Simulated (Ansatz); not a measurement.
# H3C2: optical spectrum from first principles

Aim: the dielectric function of H3C2, and the optical constants that follow from it. The cell comes from an older database entry, whose edges can differ from later determinations, mostly by under a per cent.

Calculated with Ansatz 0.2.0; DFT, PBE, plane-wave PAW, default files, scalar-relativistic, independent-particle optical response without local fields.

Most raw output is cut from this account.

### Step 1. The starting structure

It takes space group C2/m (No. 12, monoclinic). Conventional cell: a = 7.159 Å, b = 6.455 Å, c = 4.078 Å, α = 90.00°, β = 101.05°, γ = 90.00°. C has 3 H at 1.07 to 1.09 Å and 1 C at 1.47 Å nearest. Nearest to C lie 2 C at 1.20 to 1.47 Å. Nearest to H lie 1 C at 1.07 Å. H has 1 C at 1.09 Å nearest. Farther neighbours are not listed.

### Step 2. Ground state and bands

First the ground state: is it a metal or has it a gap?

This step: DFT, PBE, plane-wave PAW, default files, scalar-relativistic, ground state (Ansatz 0.2.0).

The input, input.yaml:

```yaml
crystal:
  lattice:
    - [3.579445, -3.227645, 0.0]
    - [3.579445, 3.227645, 0.0]
    - [-0.7818911305, 0.0, 4.0025240002]
  atoms:
    - { symbol: C, position: [0.7268, 0.7268, 0.719] }
    - { symbol: C, position: [0.2732, 0.2732, 0.281] }
    - { symbol: C, position: [0.9213, 0.9213, 0.9161] }
    - { symbol: C, position: [0.0787, 0.0787, 0.0839] }
    - { symbol: H, position: [0.4854, 0.217, 0.2281] }
    - { symbol: H, position: [0.783, 0.5146, 0.7719] }
    - { symbol: H, position: [0.5146, 0.783, 0.7719] }
    - { symbol: H, position: [0.217, 0.4854, 0.2281] }
    - { symbol: H, position: [0.73, 0.73, 0.4525] }
    - { symbol: H, position: [0.27, 0.27, 0.5475] }
kpoints:
  mp_grid: { grid: [5, 5, 6] }
  band_path:
    path:
      - [[0.0, 0.0, 0.0], [0.43696511, 0.43696511, -0.62541379], [0.39427214, 0.39427214, -0.64605145], [0.5, 0.5, -0.5], [0.60999345, 0.39000655, -0.5]]
      - [[0.39000655, -0.39000655, 0.5], [0.0, 0.0, 0.5], [0.47965808, 0.47965808, 0.39522387], [0.60572786, 0.60572786, -0.35394855]]
      - [[0.52034192, -0.47965808, -0.39522387], [0.56303489, -0.43696511, -0.37458621], [0.5, -0.5, 0.0], [0.0, 0.0, 0.0], [0.5, 0.0, -0.5]]
      - [[0.5, 0.0, 0.0], [0.0, 0.0, 0.0]]
    npoints: 5
scf:
  occupations: { method: fermi_dirac, width: 0.05 }
  n_extra_bands: 14
hamiltonian:
  xc: pbe
  pseudopotentials: { kind: paw }
output:
  forces: true
  stress: true
  populations: true
  write_bands: true
```

Command:

```console
$ ansatz run input.yaml --threads 4 --pin off --max-ram 8192MiB --backend cpu --events-out ev --progress --plain --runs-dir out
```

Elapsed: 7.9 s, on 4 threads of Intel Xeon Platinum 8488C (Sapphire Rapids), shared host; peak memory 0.56 GiB.

Numbers from this step:

| Property | Result |
| --- | --- |
| free energy | -1098.4297 eV |
| Fermi energy | 1.936 eV |
| gap by band count | 4.981 eV |
| electrons | 22 |
| symmetry operations | 4 |
| pressure | 3.733 GPa |
| gap on the k-mesh | 4.981 eV |
| volume | 92.48 Å³ |
| gap on the path | 4.871 eV |
| least direct gap on the path | 5.283 eV |

There is a gap, 4.87 eV on the path, so no carriers' term is needed. The cell is left with a pressure of 3.7 GPa and forces up to 1.73 eV/Å, as it stands unrelaxed at this level.

Electronic bands along the path, in eV, zero at the Fermi level; v1 is the highest filled band, c1 the lowest empty one:

```
          point     v4     v3     v2     v1    c1    c2    c3    c4
              Γ  -6.72  -6.68  -3.78  -3.37  2.41  3.41  4.32  5.84
0.40 of the way  -6.88  -6.86  -3.38  -3.17  3.57  3.98  4.10  5.83
              Y  -7.15  -6.80  -2.75  -2.52  3.93  4.06  5.32  5.74
0.40 of the way  -7.11  -6.77  -2.77  -2.55  3.92  4.10  5.24  5.67
              F  -7.05  -6.72  -2.81  -2.60  3.89  4.12  5.09  5.62
0.40 of the way  -7.20  -6.88  -2.74  -2.52  3.94  4.07  5.50  5.86
              L  -7.21  -7.03  -2.69  -2.46  3.93  3.93  5.83  5.94
0.40 of the way  -7.21  -7.00  -2.69  -2.48  3.91  3.94  5.73  5.77
              I  -7.10  -6.91  -2.73  -2.59  3.82  4.00  5.32  5.37
     jump to I1  -7.10  -6.91  -2.73  -2.59  3.82  4.00  5.32  5.37
0.40 of the way  -6.81  -6.75  -3.04  -2.87  3.48  3.97  4.72  4.84
              Z  -7.08  -6.92  -3.47  -3.01  3.21  3.68  4.99  5.58
0.60 of the way  -7.04  -6.78  -2.97  -2.90  3.74  4.39  5.07  5.78
              H  -7.23  -6.89  -2.71  -2.47  3.92  3.96  5.50  5.84
0.60 of the way  -6.55  -6.39  -2.97  -2.52  2.83  3.77  4.42  5.03
             F1  -7.05  -6.72  -2.81  -2.60  3.89  4.12  5.09  5.62
     jump to H1  -7.23  -6.89  -2.71  -2.47  3.92  3.96  5.50  5.84
0.40 of the way  -7.20  -6.86  -2.72  -2.48  3.93  4.00  5.43  5.82
             Y1  -7.15  -6.80  -2.75  -2.52  3.93  4.06  5.32  5.74
0.40 of the way  -6.85  -6.55  -2.82  -2.50  3.55  3.87  4.93  4.99
              X  -6.54  -6.38  -2.98  -2.50  2.79  3.80  4.76  4.92
0.40 of the way  -6.73  -6.61  -3.08  -2.94  3.00  3.88  4.19  5.62
              Γ  -6.72  -6.68  -3.78  -3.37  2.41  3.41  4.32  5.84
0.40 of the way  -6.83  -6.80  -3.56  -3.15  3.26  3.80  4.11  5.92
              N  -7.00  -6.58  -3.46  -2.63  3.41  4.29  5.20  5.87
      jump to M  -6.79  -6.70  -3.35  -2.74  2.84  3.33  4.16  4.77
```

### Step 3. Spectrum

With the density converged, the vertical transitions are summed over the zone.

This step: DFT, PBE, plane-wave PAW, default files, scalar-relativistic, independent-particle optical response without local fields (Ansatz 0.2.0).

input.yaml, the sections that differ from step 2:

```yaml
kpoints:
  mp_grid: { grid: [5, 5, 6] }
scf:
  occupations: { method: fixed }
output:
  optics:
    e_range: [0, 14]
    de: 0.05
    sigma: 0.15
    nscf_kmesh: { grid: [6, 6, 6] }
    bands: { spectra_wanted_up_to: 14 }
# crystal, hamiltonian: as in step 2
```

Elapsed: 16 s, on 4 threads; peak memory 1 GiB.

This step gave:

```
electronic dielectric constant ε∞, mean over x, y and z (by symmetry where fewer were run) : 2.790
absorption onset, first axis (α over 10⁴ cm⁻¹, or the direct gap if that lies higher)      : 5.511 eV
main peak of Im epsilon, first axis                                                        : 6.390 eV
centre of weight of the strongest loss peak in the window                                  : 8.445 eV
least direct gap on the mesh                                                               : 5.283 eV
bands summed                                                                               : 36
spectra valid up to                                                                        : 20.66 eV
program's estimate of the k-sum error in Im epsilon                                        : 0.11 %
electrons in the f-sum                                                                     : 16.80
```

The Im ε has structure finer than the step of the table below, so its rows give means over 0.5 eV, whole bins alone (the curve runs from 0 to 14 eV). Peaks (eV: height): E ∥ x 6.40: 14.9; E ∥ y 6.35: 1.30, 10.50: 3.07, 12.10: 5.24; E ∥ z 6.55: 6.52, 9.95: 3.20, 11.80: 3.21, 13.80: 2.92.

Im ε against photon energy; means over each step:

```
photon energy (eV)   E ∥ x   E ∥ y   E ∥ z
               5.0  1.1e-4  2.3e-4  7.7e-5
               5.5   0.207  0.0167   0.165
               6.0    5.05   0.553    2.25
               6.5    13.2    1.24    6.05
               7.0    6.71   0.759    3.15
               7.5    2.06   0.517    1.09
               8.0    1.09   0.758   0.866
               8.5   0.677   0.536   0.599
               9.0   0.446   0.545   0.608
               9.5   0.493   0.901    1.41
              10.0    1.17    1.66    2.94
              10.5    1.89    2.80    2.36
              11.0    1.60    2.29    1.88
              11.5    1.87    2.91    2.40
              12.0    2.06    4.61    2.96
              12.5    1.59    3.73    2.79
              13.0    1.61    2.99    2.28
              13.5    2.55    2.91    2.69
```

Re ε against photon energy:

```
photon energy (eV)   E ∥ x    E ∥ y   E ∥ z
               0.0    3.28     2.34    2.75
               0.5    3.29     2.35    2.75
               1.0    3.31     2.35    2.77
               1.5    3.36     2.37    2.80
               2.0    3.44     2.39    2.84
               2.5    3.54     2.42    2.90
               3.0    3.69     2.45    2.98
               3.5    3.89     2.50    3.10
               4.0    4.19     2.57    3.26
               4.5    4.64     2.66    3.50
               5.0    5.43     2.79    3.90
               5.5    7.28     3.03    4.86
               6.0    12.1     3.73    6.48
               6.5    1.78     2.81    3.60
               7.0   -4.80     2.38  -0.621
               7.5   -1.98     2.77    1.02
               8.0  -0.695     2.74    1.52
               8.5   0.205     2.82    2.05
               9.0   0.927     3.28    2.73
               9.5    1.62     3.67    3.60
              10.0    2.46     4.18    2.52
              10.5    1.74     3.25    1.82
              11.0    1.55     3.01    1.87
              11.5    1.91     3.52    2.73
              12.0   0.930     2.96    1.46
              12.5    1.36    0.483    1.29
              13.0    1.60     1.03   0.865
              13.5    1.95    0.206    1.12
              14.0   0.558  -0.0530   0.150
```

The reflectivity at normal incidence has structure finer than the step of the table below, so its rows give means over 0.5 eV, whole bins alone (the curve runs from 0 to 14 eV). Peaks (eV: height): E ∥ x 7.20: 57.3; E ∥ y 6.10: 10.8, 10.40: 16.7, 12.20: 26.6; E ∥ z 6.85: 32.2, 9.90: 16.7, 12.75: 18.0.

Reflectivity at normal incidence against photon energy; means over each step:

```
photon energy (eV)  E ∥ x (%)  E ∥ y (%)  E ∥ z (%)
               0.5       8.35       4.41       6.15
               1.0       8.47       4.45       6.22
               1.5       8.67       4.51       6.34
               2.0       8.96       4.60       6.52
               2.5       9.37       4.72       6.78
               3.0       9.94       4.88       7.12
               3.5       10.7       5.09       7.59
               4.0       11.8       5.36       8.24
               4.5       13.4       5.74       9.21
               5.0       16.0       6.31       10.8
               5.5       21.4       7.38       14.3
               6.0       32.6       9.95       20.7
               6.5       44.7       8.61       28.4
               7.0       54.9       5.78       27.2
               7.5       50.2       6.57       6.39
               8.0       35.0       7.06       3.72
               8.5       12.5       6.90       4.05
               9.0       1.72       8.68       6.77
               9.5       2.38       10.7       11.6
              10.0       7.07       13.7       15.7
              10.5       9.81       15.6       12.5
              11.0       8.04       12.9       9.77
              11.5       9.62       16.0       12.8
              12.0       12.0       23.2       16.3
              12.5       8.22       24.1       16.3
              13.0       8.16       18.9       14.4
              13.5       13.7       21.3       16.2
```

Values under 1 per cm are given as 1. Table of absorption coefficient by photon energy:

```
photon energy (eV)  E ∥ x (1/cm)  E ∥ y (1/cm)  E ∥ z (1/cm)
             0.000             1             1             1
             0.500             1             1             1
             1.000             1             1             1
             1.500             1             1             1
             2.000             1             1             1
             2.500             1             1             1
             3.000             1             1             1
             3.500             1             1             1
             4.000             1             1             1
             4.500             1             1             1
             5.000             1          1.48             1
             5.500          8693          2056          9717
             6.000         3.5e5         72678         2.4e5
             6.500         1.6e6         2.4e5         9.1e5
             7.000         1.8e6         1.7e5         9.5e5
             7.500         1.2e6         1.1e5         3.7e5
             8.000         8.0e5         2.0e5         2.9e5
             8.500         4.4e5         1.3e5         1.7e5
             9.000         2.0e5         1.3e5         1.6e5
             9.500         1.8e5         2.2e5         3.2e5
            10.000         3.7e5         3.9e5         8.8e5
            10.500         7.1e5         8.3e5         8.2e5
            11.000         6.5e5         6.8e5         6.9e5
            11.500         6.9e5         8.4e5         7.6e5
            12.000         1.0e6         1.4e6         1.2e6
            12.500         7.6e5         1.6e6         1.2e6
            13.000         7.3e5         1.4e6         1.1e6
            13.500         1.1e6         1.6e6         1.3e6
            14.000         1.5e6         1.7e6         1.6e6
```

The loss function −Im 1/ε at q → 0 has structure finer than the step of the table below, so its rows give means over 0.5 eV, whole bins alone (the curve runs from 0 to 14 eV). Peaks (eV: height): E ∥ x 8.40: 1.35, 12.15: 0.445; E ∥ y 6.75: 0.152, 10.70: 0.184, 12.80: 0.350, 13.60: 0.366; E ∥ z 7.30: 0.723, 10.75: 0.282, 12.95: 0.409.

Table of loss function −Im 1/ε at q → 0 by energy loss; means over each step:

```
energy loss (eV)    E ∥ x    E ∥ y    E ∥ z
             5.0   3.0e-6   2.8e-5   4.4e-6
             5.5  0.00284  0.00170  0.00558
             6.0   0.0262   0.0401   0.0448
             6.5   0.0695    0.131    0.119
             7.0    0.106    0.119    0.372
             7.5    0.254   0.0656    0.522
             8.0    0.703   0.0924    0.276
             8.5     1.25   0.0651    0.135
             9.0    0.471   0.0489   0.0763
             9.5    0.173   0.0619   0.0888
            10.0    0.162   0.0815    0.188
            10.5    0.281    0.150    0.265
            11.0    0.315    0.161    0.260
            11.5    0.268    0.141    0.194
            12.0    0.383    0.159    0.266
            12.5    0.373    0.268    0.303
            13.0    0.313    0.312    0.379
            13.5    0.253    0.341    0.317
```

From ε follow the optical constants at some laser and lamp lines:

```
wavelength (nm)   n x    k x  R (%) x      1/α x   n y    k y  R (%) y      1/α y
           1550  1.82  0.000      8.4  over 1 mm  1.53  0.000      4.4  over 1 mm
            633  1.85  0.000      8.9  over 1 mm  1.55  0.000      4.6  over 1 mm
            450  1.90  0.000      9.6  over 1 mm  1.56  0.000      4.8  over 1 mm
            405  1.93  0.000     10.0  over 1 mm  1.57  0.000      4.9  over 1 mm
            365  1.96  0.000     10.5  over 1 mm  1.58  0.000      5.0  over 1 mm
            308  2.05  0.000     11.9  over 1 mm  1.60  0.000      5.4  over 1 mm
            193  3.12  2.358     44.7     6.5 nm  1.75  0.366      9.0      42 nm
```

Rows near the edge hang on the gap, which this functional as a rule makes too small, and phonon-assisted absorption is left out.

A film 1 µm thick would pass 87 % of daylight and look colourless in transmission (x = 0.313, y = 0.330).

The f-sum over the summed bands holds 16.8 of the cell's 22 electrons outside the frozen cores. Up to 14 eV the strength has a mean oscillator energy of 8.3 eV, and these transitions give 81 % of ε∞ − 1 along x; the rest comes from higher ones.

### Step 4. Static response with local fields

A static field by perturbation theory: the induced potential is included, and the Born charges come with it.

This step: DFT, PBE, plane-wave PAW, default files, scalar-relativistic, static field response by perturbation theory with local fields (Ansatz 0.2.0).

input.yaml: that of step 3 with these lines changed.

```diff
@@ -23,8 +23,2 @@
   pseudopotentials: { kind: paw }
-output:
-  optics:
-    e_range: [0, 14]
-    de: 0.05
-    sigma: 0.15
-    nscf_kmesh: { grid: [6, 6, 6] }
-    bands: { spectra_wanted_up_to: 14 }
+dielectric: {}
```

The job ended after 13 s (4 threads; peak memory 0.83 GiB; 50 s of CPU time).

Numbers from this step:

* electronic dielectric constant ε∞, mean over x, y and z (by symmetry where fewer were run): 2.427

ε∞ with local fields:

```
2.73 0.00 0.37
0.00 2.16 0.00
0.37 0.00 2.39
```

Diagonal elements. Born, by row:

```
atom  Z*xx (e)  Z*yy (e)  Z*zz (e)
  C1    -0.009      0.03     0.064
  C2    -0.009      0.03     0.064
  C3    -0.034    -0.326    -0.143
  C4    -0.034    -0.326    -0.143
  H5    -0.007     0.085     0.082
  H6    -0.007     0.085     0.082
  H7    -0.007     0.085     0.082
  H8    -0.007     0.085     0.082
  H9     0.056     0.127    -0.084
 H10     0.056     0.127    -0.084
```

The principal values of the ε∞ with local fields are 2.16, 2.16 and 2.97.

### Step 5. Results

```
gap on the path                                                                                                                : 4.87 eV
least direct gap on the path                                                                                                   : 5.28 eV
electronic dielectric constant ε∞, mean over x, y and z (by symmetry where fewer were run) (independent particles)             : 2.79
absorption onset, first axis (α over 10⁴ cm⁻¹, or the direct gap if that lies higher)                                          : 5.51 eV
main peak of Im epsilon, first axis                                                                                            : 6.39 eV
centre of weight of the strongest loss peak in the window, first axis                                                          : 8.45 eV
electronic dielectric constant ε∞, mean over x, y and z (by symmetry where fewer were run) (static response with local fields) : 2.43
```

What this shows: At this level (PBE, independent particles) H3C2 has a mean ε∞ = 2.79 (2.43 with local fields) and n = 1.82 at 1550 nm (E ∥ x); absorption sets in near 5.5 eV, and Im ε peaks at 6.4 eV (E ∥ x). The gap is indirect (4.87 eV), so absorption without phonons can begin only at the direct gap of 5.28 eV. The absorption coefficient passes 10⁴ cm⁻¹ at 5.51 eV, in the ultraviolet, so the visible is passed. The strongest loss structure up to 14 eV has its centre of weight at 8.4 eV; a free-electron gas of the 16.8 electrons in the f-sum would put its plasmon at 15.8 eV. Distinct maxima of Im ε, read by a parabola through the highest points, lie at 6.39 eV (15) and 11.82 eV (2.4) for E ∥ x. The f-sum over the summed bands holds 16.8 of the cell's 22 electrons outside the frozen cores. Up to 14 eV the strength has a mean oscillator energy of 8.3 eV, and these transitions give 81 % of ε∞ − 1 along x; the rest comes from higher ones. A film 1 µm thick would pass 87 % of daylight and look colourless in transmission (x = 0.313, y = 0.330). With local fields and the functional's kernel the static response is 2.43 against 2.79 for independent particles (-13 %). In the base spectrum excitons and phonon-assisted transitions are missing, and so are local fields; PBE gaps are as a rule too small, which pulls the onset down and ε∞ up. In the base run ε includes the program's bounded estimate of what the bands above those summed add.

[Logs are printed without paths, hosts, clocks, repeated set-up lines and the standing remarks that a program may print on its own settings, such as how far it seeks lower states.]

[Hosts, paths, dates, database ids (printed as entryN), source tags and the programs' standing remarks are cut or masked in the printed files.]
